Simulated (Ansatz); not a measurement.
# The 1T-SnSe2 bilayer (AA) under a gate, part 2 of 2

How does the 1T-SnSe2 bilayer (AA) take up charge from its gate?

Ansatz 0.2.0; plane-wave DFT, PBE-D3(BJ), Ansatz PAW (the session's first sound run).

So far. Step 10 (Gated layer, added electrons -6×10¹³ per cm²): Against the uncharged case this takes -4.76 V.

## 11. Gated layer, added electrons -10×10¹³ per cm²

Contents of input.yaml:

```yaml
crystal:
  lattice:
    - [3.8347376564, 0.0, 0.0]
    - [-1.9173688282, 3.3209802273, 0.0]
    - [0.0, 0.0, 46.4838407245]
  atoms:
    - { symbol: Se, position: [0.6666666667, 0.3333333333, 0.4012146955] }
    - { symbol: Sn, position: [0.0, 0.0, 0.4355453965] }
    - { symbol: Se, position: [0.3333333333, 0.6666666667, 0.4699015558] }
    - { symbol: Se, position: [0.6666666667, 0.3333333333, 0.5300984442] }
    - { symbol: Sn, position: [0.0, 0.0, 0.5644546035] }
    - { symbol: Se, position: [0.3333333333, 0.6666666667, 0.5987853045] }
  periodic: [true, true, false]
  symmetry: { detect: true }
total_charge: 0.127351
kpoints:
  mp_grid: { grid: [42, 42, 1] }
  band_path:
    path: [[0, 0, 0], [0.5, 0, 0], [0.33333333, 0.33333333, 0], [0, 0, 0]]
    npoints: 16
hamiltonian:
  xc: pbe
  dispersion: d3bj
scf:
  occupations: { method: fermi_dirac, width: 0.02585 }
  convergence: { dr2_threshold: 1.0e-10 }
output:
  forces: true
  eigenvalues: true
  dos: { projected: true, e_range: [-3, 3], de: 0.01 }
  write_potential: true
  write_density: true
  volumetric_format: npy
  elf: true
external_charges:
  - { charge: 0, barrier: 10, axis: 3, height: 31.334, sigma: 0.25 }
  - { charge: -0.127351, axis: 3, height: 32.834, sigma: 0.5 }
```

Run with:

```console
$ ansatz run input.yaml --threads 4 --pin off --max-ram 16384MiB --backend cpu --events-out ev --progress --plain --runs-dir out
```

Elapsed: 5 min, on 4 threads of Arm Neoverse V1, shared host; peak memory 3.6 GiB.

Against the uncharged case this takes -7.74 V.

## 12. The series together

This step: plane-wave DFT, PBE-D3(BJ), Ansatz PAW; charging by gates (Ansatz 0.2.0).

The potential behind each gate is read from every run and counted from the uncharged case.

Voltage on the gate against the layer's Fermi level, from the uncharged case. The gate voltage by added electrons:

| added electrons (10¹³ per cm²) | gate voltage (V) |
| --- | --- |
| -10.00 | -7.74 |
| -6.00 | -4.76 |
| -3.00 | -2.54 |
| -1.00 | -1.04 |
| 0.00 | 0 |
| 1.00 | 1.04 |
| 3.00 | 2.53 |
| 6.00 | 4.69 |
| 10.00 | 7.47 |

Charge step over voltage step between neighbouring densities. Total capacitance against added electrons:

| added electrons (10¹³ per cm²) | total capacitance (µF/cm²) |
| --- | --- |
| -8.00 | 2.15 |
| -4.50 | 2.16 |
| -2.00 | 2.14 |
| -0.50 | 1.54 |
| 0.50 | 1.53 |
| 2.00 | 2.16 |
| 4.50 | 2.23 |
| 8.00 | 2.31 |

Work function of the face away from the gate. Work function of the far face against added electrons:

| added electrons (1e13 /cm²) | work function of the far face (eV) |
| --- | --- |
| -10.00 | 5.87 |
| -6.00 | 5.88 |
| -3.00 | 5.89 |
| -1.00 | 5.88 |
| 0.00 | 5.59 |
| 1.00 | 5.30 |
| 3.00 | 5.29 |
| 6.00 | 5.29 |
| 10.00 | 5.27 |

By hand: 10¹³ electrons per cm² are 0.001 e/Å², which by Gauss's law end a field of 0.181 V/Å. At 10×10¹³ holes per cm² the field towards a gate is 1.810 V/Å, which over the 5 Å from the outer atoms would drop 9.05 V; the run needs 7.74 V.

## 13. A changed input

This step: plane-wave DFT, PBE-D3(BJ), Ansatz PAW, but for the change named below (Ansatz 0.2.0).

A run with a changed input: it repeats the earlier run at 1 × 10¹³ added electrons per cm² with scf.eigensolver.kind to davidson and hamiltonian.xc from pbe to revpbe.

input.yaml, as its differences from that of step 11:

```diff
@@ -14,10 +14,7 @@
   symmetry: { detect: true }
-total_charge: 0.127351
+total_charge: -0.012735
 kpoints:
   mp_grid: { grid: [42, 42, 1] }
-  band_path:
-    path: [[0, 0, 0], [0.5, 0, 0], [0.33333333, 0.33333333, 0], [0, 0, 0]]
-    npoints: 16
 hamiltonian:
-  xc: pbe
+  xc: revpbe
   dispersion: d3bj
@@ -26,2 +23,3 @@
   convergence: { dr2_threshold: 1.0e-10 }
+  eigensolver: { kind: davidson }
 output:
@@ -29,3 +27,2 @@
   eigenvalues: true
-  dos: { projected: true, e_range: [-3, 3], de: 0.01 }
   write_potential: true
@@ -33,5 +30,4 @@
   volumetric_format: npy
-  elf: true
 external_charges:
   - { charge: 0, barrier: 10, axis: 3, height: 31.334, sigma: 0.25 }
-  - { charge: -0.127351, axis: 3, height: 32.834, sigma: 0.5 }
+  - { charge: 0.012735, axis: 3, height: 32.834, sigma: 0.5 }
```

Wall time 5.1 min (4 threads); peak memory 2.7 GiB; 20 min of CPU time.

This step gave:

```yaml
energy_at_zero_smearing: -33959.7834 eV
potential_beyond_the_upper_barrier_and_gate_less_the_barrier_from_the_fermi_level: 4.383 eV
```

Force by atom:

| atom | x (eV/Å) | y (eV/Å) | z (eV/Å) | size |
| --- | --- | --- | --- | --- |
| Se1 | 0.0000 | 0.0000 | -0.0064 | 0.0064 |
| Sn2 | 0.0000 | 0.0000 | 0.0514 | 0.0514 |
| Se3 | 0.0000 | 0.0000 | 0.0345 | 0.0345 |
| Se4 | 0.0000 | 0.0000 | -0.0157 | 0.0157 |
| Sn5 | 0.0000 | 0.0000 | -0.0952 | 0.0952 |
| Se6 | 0.0000 | 0.0000 | 0.0242 | 0.0242 |

| quantity | this run | earlier run | difference |
| --- | --- | --- | --- |
| potential beyond the upper barrier and gate, less the barrier, from the Fermi level (eV) | 4.383 | 4.519 | -0.14 |

It moves by -0.136 eV.

## 14. A changed input

An input spoilt on purpose, to show how the run answers: it repeats the earlier run at 1 × 10¹³ added electrons per cm² with hamiltonian.xc from pbe to PBE-sol, and scf.max_iter set to 80.

input.yaml, as its differences from that of step 13:

```diff
@@ -18,3 +18,3 @@
 hamiltonian:
-  xc: revpbe
+  xc: PBE-sol
   dispersion: d3bj
@@ -23,3 +23,3 @@
   convergence: { dr2_threshold: 1.0e-10 }
-  eigensolver: { kind: davidson }
+  max_iter: 80
 output:
```

The job ended after 0.02 s (4 threads; peak memory 0.022 GiB; 0.02 s of CPU time).

The program refused the input before any cycle.

The program's message: “Error: YAML parse error: error: line 19 column 7: hamiltonian.xc: unknown variant `PBE-sol`, expected one of `lda`, `lda-pw`, `pw92`, `pbe`, `pbesol`, `rpbe`, `revpbe`, `blyp`, `pbe0`, `revpbe0`, `b3l …”

The fault put into the input: an unknown functional.

## 15. Results

```json
{
 "gap with uncharged gates": "0.653 eV",
 "gate voltage at 10×10¹³ holes per cm²": "-7.74 V",
 "gate voltage at 10×10¹³ electrons per cm²": "+7.47 V",
 "total capacitance near 8×10¹³ holes per cm²": "2.15 µF/cm²"
}
```

**Reading.** Putting 10×10¹³ holes per cm² on the layer takes -7.74 V on the gate; how far the Fermi level moves against the bands is taken for single layers without spin and with an even electron count alone. Between the first holes and the first electrons the voltage runs over 2.09 V: the drop across the plates for that charge, plus the way of the Fermi level through the region of the 0.65 eV gap. The zero of the voltage lies where the smearing puts the uncharged Fermi level. Plates 5 Å apart would give 1.77 µF/cm² in vacuum; the computed total runs from 1.5 to 2.31 µF/cm². A value over that of the plates means that the screening charge has its centre outside the outer atoms; a low density of states works the other way. Few carriers sample few k-points, so the slopes at the lowest densities depend on the mesh and on the temperature. The gates are charged sheets behind model barriers, not atoms. Spin-orbit coupling is left out, which matters for the bands of elements this heavy.

[Long decimals in the printed logs are rounded to 6 places.]

[Logs are printed without paths, hosts, clocks, repeated set-up lines and the standing remarks that a program may print on its own settings, such as how far it seeks lower states.]

[Hosts, paths, dates, database ids (printed as entryN), source tags and the programs' standing remarks are cut or masked in the printed files.]

[Maps of the electrostatic potential energy from Ansatz leave out the sawtooth potential of an applied field or a dipole correction, so their vacuum need not be flat; planar profiles and work functions include it.]
